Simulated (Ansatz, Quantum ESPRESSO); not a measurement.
**AlBiTe3 (Pm-3m): zone-centre phonons**

Wanted: the vibrations of AlBiTe3 (Pm-3m) at Γ, by two programs.

Program: Quantum ESPRESSO 8.0 development, patched. Level of theory: DFT LDA, scalar-relativistic, plane waves, PseudoDojo norm-conserving pseudopotentials. Results are calculated unless marked as measured.

The structure was built from a prototype and need not be the compound's stable phase.

## (1) The starting structure

Symmetry: Pm-3m, No. 221, cubic system. Conventional cell: a = 5.335 Å, b = 5.335 Å, c = 5.335 Å, α = 90.00°, β = 90.00°, γ = 90.00°. Nearest to Bi lie 12 Te at 3.77 Å. Nearest to Al lie 6 Te at 2.67 Å. Nearest to Te lie 2 Al at 2.67 Å and 4 Bi at 3.77 Å. Farther neighbours and most contacts between anions are not listed.

## (2) A first look

A cheap run with smearing and empty bands tells whether the crystal has a gap, which decides between fixed occupations and smearing later on.

probe.in

```
&control
   calculation = 'scf'
   prefix = 'x'
   outdir = './tmp'
   pseudo_dir = './pseudo'
   tprnfor = .true.
   tstress = .true.
   verbosity = 'high'
/
&system
   ibrav = 1
   celldm(1) = 10.08168887
   nat = 5
   ntyp = 3
   ecutwfc = 82.0
   occupations = 'smearing'
   smearing = 'gaussian'
   degauss = 0.01
/
&electrons
   conv_thr = 1.0d-07
   mixing_beta = 0.7
   electron_maxstep = 100
/
ATOMIC_SPECIES
 Bi    208.9804  Bi.upf
 Al     26.9815  Al.upf
 Te    127.6000  Te.upf
ATOMIC_POSITIONS crystal
 Bi     0.000000000   0.000000000   0.000000000
 Al     0.500000000   0.500000000   0.500000000
 Te     0.500000000   0.500000000   0.000000000
 Te     0.500000000   0.000000000   0.500000000
 Te     0.000000000   0.500000000   0.500000000
K_POINTS automatic
 4 4 4 0 0 0
```

Launch:

```sh
$ OMP_NUM_THREADS=1 mpirun -n 4 pw.x -nk 4 -in probe.in > probe.out
```

Output:

```text
[banners, grids, parts of the stress and lines that vanish by symmetry left out]
Program PWSCF v.8.0dev
     bravais-lattice index     =            1
     lattice parameter (alat)  =      10.0817  a.u.
[...]
kinetic-energy cutoff     =      82.0000  Ry
     charge density cutoff     =     328.0000  Ry
     scf convergence threshold =      1.0E-07
[...]
Exchange-correlation= SLA-PW-NOGX-NOGC
                           (   1   4   0   0   0   0   0)
[...]
48 Sym. Ops., with inversion, found
[...]
(     0          1          0      )
                  (     0          0          1      )
[...]
(  0.0000000  1.0000000  0.0000000 )
                  (  0.0000000  0.0000000  1.0000000 )
[...]
(     0         -1          0      )
                  (     0          0          1      )
[...]
( -1.0000000  0.0000000  0.0000000 )
                  (  0.0000000  1.0000000  0.0000000 )
[...]
number of k points=    10  Gaussian smearing, width (Ry)=  0.0100
[...]
End of self-consistent calculation
[...]
the Fermi energy is     8.6439 ev
!    total energy              =    -796.29015662 Ry
[...]
convergence has been achieved in   7 iterations
[...]
atom    1 type  1   force =     0.00000000    0.00000000    0.00000000
     atom    2 type  2   force =     0.00000000    0.00000000    0.00000000
     atom    3 type  3   force =     0.00000000    0.00000000    0.00000000
     atom    4 type  3   force =     0.00000000    0.00000000    0.00000000
     atom    5 type  3   force =     0.00000000    0.00000000    0.00000000
[...]
Total force =     0.000000     Total SCF correction =     0.000000
[...]
total   stress  (Ry/bohr**3)                   (kbar)     P=      -31.56
[...]
XML data file, charge density, pseudopotentials, collected wavefunctions

   JOB DONE.
```

Run time: 13 s. Hardware: 4 MPI ranks of AMD EPYC 9R14 (Zen 4), shared host; 53 s of CPU time.

Read from the output:

```yaml
volume_per_atom: 30.37 Å³
pressure: -3.156 GPa
gap_on_the_k_mesh: 0 eV
```

No gap opens on this mesh, so smearing is kept; the start stands at -3.2 GPa.

## (3) Relaxation

The relaxation runs at a cutoff a fifth above that of the response, since stress converges more slowly with the basis than frequencies do. Forces and stress are brought to rest with tight thresholds.

relax.in

```
&control
   calculation = 'vc-relax'
   prefix = 'x'
   outdir = './tmp'
   pseudo_dir = './pseudo'
   tprnfor = .true.
   tstress = .true.
   forc_conv_thr = 2.0d-05
   etot_conv_thr = 1.0d-07
   nstep = 40
/
&system
   ibrav = 1
   celldm(1) = 10.08168887
   nat = 5
   ntyp = 3
   ecutwfc = 98
   occupations = 'smearing'
   smearing = 'mv'
   degauss = 0.02
/
&electrons
   conv_thr = 1.0d-11
   mixing_beta = 0.7
   electron_maxstep = 100
/
&ions
/
&cell
   press_conv_thr = 0.2
/
ATOMIC_SPECIES
 Bi    208.9804  Bi.upf
 Al     26.9815  Al.upf
 Te    127.6000  Te.upf
ATOMIC_POSITIONS crystal
 Bi     0.000000000   0.000000000   0.000000000
 Al     0.500000000   0.500000000   0.500000000
 Te     0.500000000   0.500000000   0.000000000
 Te     0.500000000   0.000000000   0.500000000
 Te     0.000000000   0.500000000   0.500000000
K_POINTS automatic
 6 6 6 0 0 0
```

Launch:

```sh
$ OMP_NUM_THREADS=1 mpirun -n 4 pw.x -nk 4 -in relax.in > relax.out
```

Output:

```text
[banners, grids, parts of the stress and lines that vanish by symmetry left out]
[banner, memory and clock lines left out]
Program PWSCF v.8.0dev

[...]
kinetic-energy cutoff     =      98.0000  Ry
     charge density cutoff     =     392.0000  Ry
     scf convergence threshold =      1.0E-11
[...]
energy convergence thresh.=      1.0E-07
     force convergence thresh. =      2.0E-05
     press convergence thresh. =      2.0E-01
     Exchange-correlation= SLA-PW-NOGX-NOGC
                           (   1   4   0   0   0   0   0)
[...]
48 Sym. Ops., with inversion, found
[...]
number of k points=    20  Marzari-Vanderbilt smearing, width (Ry)=  0.0200
[...]
c_bands: 1 eigenvalues not converged on the other pools
[...]
End of self-consistent calculation
[...]
the Fermi energy is     8.7217 ev
!    total energy              =    -796.28993908 Ry
[...]
convergence has been achieved in  11 iterations
[...]
atom    1 type  1   force =     0.00000000    0.00000000    0.00000000
     atom    2 type  2   force =     0.00000000    0.00000000    0.00000000
     atom    3 type  3   force =     0.00000000    0.00000000    0.00000000
     atom    4 type  3   force =     0.00000000    0.00000000    0.00000000
     atom    5 type  3   force =     0.00000000    0.00000000    0.00000000
     Total force =     0.000000     Total SCF correction =     0.000000
[...]
total   stress  (Ry/bohr**3)                   (kbar)     P=      -32.45
[...]
number of bfgs steps    =   0
[...]
CELL_PARAMETERS (alat= 10.08168887)
[...]
ATOMIC_POSITIONS (crystal)
Bi               0.0000000000        0.0000000000        0.0000000000
Al               0.5000000000        0.5000000000        0.5000000000
Te               0.5000000000        0.5000000000        0.0000000000
Te               0.5000000000        0.0000000000        0.5000000000
[...]
New effective cutoffs (rho, wfc):  396.27   99.09
[...]
End of self-consistent calculation
[...]
the Fermi energy is     8.9630 ev
!    total energy              =    -796.29327535 Ry
[...]
convergence has been achieved in   8 iterations
[...]
atom    1 type  1   force =     0.00000000    0.00000000    0.00000000
     atom    2 type  2   force =     0.00000000    0.00000000    0.00000000
     atom    3 type  3   force =     0.00000000    0.00000000    0.00000000
     atom    4 type  3   force =     0.00000000    0.00000000    0.00000000
     atom    5 type  3   force =     0.00000000    0.00000000    0.00000000
     Total force =     0.000000     Total SCF correction =     0.000000
[...]
total   stress  (Ry/bohr**3)                   (kbar)     P=      -25.66
[...]
number of bfgs steps    =   1
[...]
CELL_PARAMETERS (alat= 10.08168887)
[...]
ATOMIC_POSITIONS (crystal)
[...]
New effective cutoffs (rho, wfc):  402.94  100.76
[...]
End of self-consistent calculation
[...]
the Fermi energy is     9.3344 ev
!    total energy              =    -796.29668664 Ry
[...]
convergence has been achieved in   9 iterations
[...]
atom    1 type  1   force =     0.00000000    0.00000000    0.00000000
     atom    2 type  2   force =     0.00000000    0.00000000    0.00000000
     atom    3 type  3   force =     0.00000000    0.00000000    0.00000000
     atom    4 type  3   force =     0.00000000    0.00000000    0.00000000
[...]
Total force =     0.000000     Total SCF correction =     0.000000
[...]
total   stress  (Ry/bohr**3)                   (kbar)     P=      -14.30
[...]
number of bfgs steps    =   2
[...]
CELL_PARAMETERS (alat= 10.08168887)
[...]
ATOMIC_POSITIONS (crystal)
[...]
New effective cutoffs (rho, wfc):  411.27  102.84
[...]
End of self-consistent calculation
[...]
the Fermi energy is     9.8012 ev
!    total energy              =    -796.29801957 Ry
[...]
convergence has been achieved in   9 iterations
[...]
Total force =     0.000000     Total SCF correction =     0.000000
[...]
total   stress  (Ry/bohr**3)                   (kbar)     P=        1.56
[...]
number of bfgs steps    =   3
[...]
CELL_PARAMETERS (alat= 10.08168887)
[...]
ATOMIC_POSITIONS (crystal)
[...]
New effective cutoffs (rho, wfc):  410.46  102.64
[...]
End of self-consistent calculation
[...]
the Fermi energy is     9.7554 ev
!    total energy              =    -796.29803378 Ry
[...]
convergence has been achieved in   8 iterations
[...]
Total force =     0.000000     Total SCF correction =     0.000000
[...]
total   stress  (Ry/bohr**3)                   (kbar)     P=       -0.08
[...]
number of bfgs steps    =   4
[...]
CELL_PARAMETERS (alat= 10.08168887)
[...]
ATOMIC_POSITIONS (crystal)
[...]
New effective cutoffs (rho, wfc):  410.50  102.65
[...]
End of self-consistent calculation
[...]
the Fermi energy is     9.7576 ev
!    total energy              =    -796.29803381 Ry
[...]
convergence has been achieved in   6 iterations
[...]
atom    3 type  3   force =     0.00000000    0.00000000    0.00000000
     atom    4 type  3   force =     0.00000000    0.00000000    0.00000000
     atom    5 type  3   force =     0.00000000    0.00000000    0.00000000
     Total force =     0.000000     Total SCF correction =     0.000000
[...]
total   stress  (Ry/bohr**3)                   (kbar)     P=       -0.00
[...]
bfgs converged in   6 scf cycles and   5 bfgs steps
[...]
End of BFGS Geometry Optimization
     Final enthalpy           =    -796.2980338121 Ry
     File ./tmp/x.bfgs deleted, as requested
[...]
CELL_PARAMETERS (alat= 10.08168887)
[...]
ATOMIC_POSITIONS (crystal)
[...]
Te               0.5000000000        0.0000000000        0.5000000000
Te               0.0000000000        0.5000000000        0.5000000000
[...]
Final scf calculation at the relaxed structure.
[...]
kinetic-energy cutoff     =      98.0000  Ry
     charge density cutoff     =     392.0000  Ry
     scf convergence threshold =      1.0E-13
[...]
press convergence thresh. =      2.0E-01
     Exchange-correlation= SLA-PW-NOGX-NOGC
                           (   1   4   0   0   0   0   0)
[...]
48 Sym. Ops., with inversion, found
[...]
number of k points=    20  Marzari-Vanderbilt smearing, width (Ry)=  0.0200
[...]
c_bands: 1 eigenvalues not converged on the other pools
[...]
End of self-consistent calculation
[...]
the Fermi energy is     9.7576 ev
!    total energy              =    -796.29795638 Ry
[...]
convergence has been achieved in  12 iterations
[...]
atom    1 type  1   force =     0.00000000    0.00000000    0.00000000
     atom    2 type  2   force =     0.00000000    0.00000000    0.00000000
     atom    3 type  3   force =     0.00000000    0.00000000    0.00000000
     atom    4 type  3   force =     0.00000000    0.00000000    0.00000000
     atom    5 type  3   force =     0.00000000    0.00000000    0.00000000
     Total force =     0.000000     Total SCF correction =     0.000000
[...]
total   stress  (Ry/bohr**3)                   (kbar)     P=        0.06
[...]
XML data file, charge density, pseudopotentials, collected wavefunctions
```

The job ended after 3.4 min (4 MPI ranks; 14 min of CPU time).

Relaxation path:

```
step  energy less that of the first step (eV)  largest force (eV/Å)  pressure (GPa)  volume (Å³)
   1                                   0.0000                0.0000           -3.25       151.85
   2                                  -0.0454                0.0000           -2.57       149.35
   3                                  -0.0918                0.0000           -1.43       145.65
   4                                  -0.1099                0.0000            0.16       141.25
   5                                  -0.1101                0.0000           -0.01       141.67
   6                                  -0.1101                0.0000            0.00       141.65
   7                                  -0.1091                0.0000            0.01       141.65
```

```
conventional cell, symmetrised  before  after  change
                         a (Å)   5.335  5.213  -2.3 %
                         b (Å)   5.335  5.213  -2.3 %
                         c (Å)   5.335  5.213  -2.3 %
              volume (Å³/atom)   30.37  28.33  -6.7 %
```

The relaxed structure:

```
Bi Al Te
1.0
     5.21282    0.00000    0.00000
     0.00000    5.21282    0.00000
     0.00000    0.00000    5.21282
Bi Al Te
1 1 3
Cartesian
  0.0000 0.0000 0.0000
  2.6064 2.6064 2.6064
  2.6064 2.6064 0.0000
  2.6064 0.0000 2.6064
  0.0000 2.6064 2.6064
```

The last row of the table of steps is pw.x's closing run on a basis chosen anew for the final cell, so its energy can jump.

This step gave:

```
volume per atom : 28.33 Å³
pressure        : 0.006000 GPa
```

The volume changes by -6.7 % from the cell with which this run began.

## (4) Ground state

The response is built on this ground state, so it is converged far tighter than an energy would need. Smearing stays on, as the first look found no gap above 0.3 eV.

scf.in

```
&control
   calculation = 'scf'
   prefix = 'x'
   outdir = './tmp'
   pseudo_dir = './pseudo'
   tprnfor = .true.
   tstress = .true.
/
&system
   ibrav = 1
   celldm(1) = 9.8507941
   nat = 5
   ntyp = 3
   ecutwfc = 82.0
   occupations = 'smearing'
   smearing = 'mv'
   degauss = 0.02
/
&electrons
   conv_thr = 1.0d-12
   mixing_beta = 0.7
   electron_maxstep = 100
/
ATOMIC_SPECIES
 Bi    208.9804  Bi.upf
 Al     26.9815  Al.upf
 Te    127.6000  Te.upf
ATOMIC_POSITIONS crystal
 Bi     0.000000000   0.000000000   0.000000000
 Al     0.500000000   0.500000000   0.500000000
 Te     0.500000000   0.500000000   0.000000000
 Te     0.500000000   0.000000000   0.500000000
 Te     0.000000000   0.500000000   0.500000000
K_POINTS automatic
 6 6 6 0 0 0
```

Launch:

```sh
$ OMP_NUM_THREADS=1 mpirun -n 4 pw.x -nk 4 -in scf.in > scf.out
```

Output:

```text
[banners, grids, parts of the stress and lines that vanish by symmetry left out]
[banner, memory and clock lines left out]
Program PWSCF v.8.0dev

[...]
kinetic-energy cutoff     =      82.0000  Ry
     charge density cutoff     =     328.0000  Ry
     scf convergence threshold =      1.0E-12
[...]
Exchange-correlation= SLA-PW-NOGX-NOGC
                           (   1   4   0   0   0   0   0)
[...]
48 Sym. Ops., with inversion, found
[...]
number of k points=    20  Marzari-Vanderbilt smearing, width (Ry)=  0.0200
[...]
c_bands: 1 eigenvalues not converged on the other pools
[...]
End of self-consistent calculation
[...]
the Fermi energy is     9.7577 ev
!    total energy              =    -796.29777535 Ry
[...]
convergence has been achieved in  12 iterations
[...]
atom    1 type  1   force =     0.00000000    0.00000000    0.00000000
     atom    2 type  2   force =     0.00000000    0.00000000    0.00000000
     atom    3 type  3   force =     0.00000000    0.00000000    0.00000000
     atom    4 type  3   force =     0.00000000    0.00000000    0.00000000
     atom    5 type  3   force =     0.00000000    0.00000000    0.00000000
     Total force =     0.000000     Total SCF correction =     0.000000
[...]
total   stress  (Ry/bohr**3)                   (kbar)     P=        0.04
[...]
XML data file, charge density, pseudopotentials, collected wavefunctions
```

It took 31 s on 4 MPI ranks; 2.1 min of CPU time.

Read from the output:

```
pressure : 0.004 GPa
```

The cell stands at 0.004 GPa, close enough for phonons.

(Part 1 of 3 ends here.)

[Host names and launcher messages were left out of these logs when they were recorded.]

[Logs are printed without paths, hosts, clocks, repeated set-up lines and the standing remarks that a program may print on its own settings, such as how far it seeks lower states.]

[Hosts, paths, dates, database ids (printed as entryN), source tags and the programs' standing remarks are cut or masked in the printed files.]
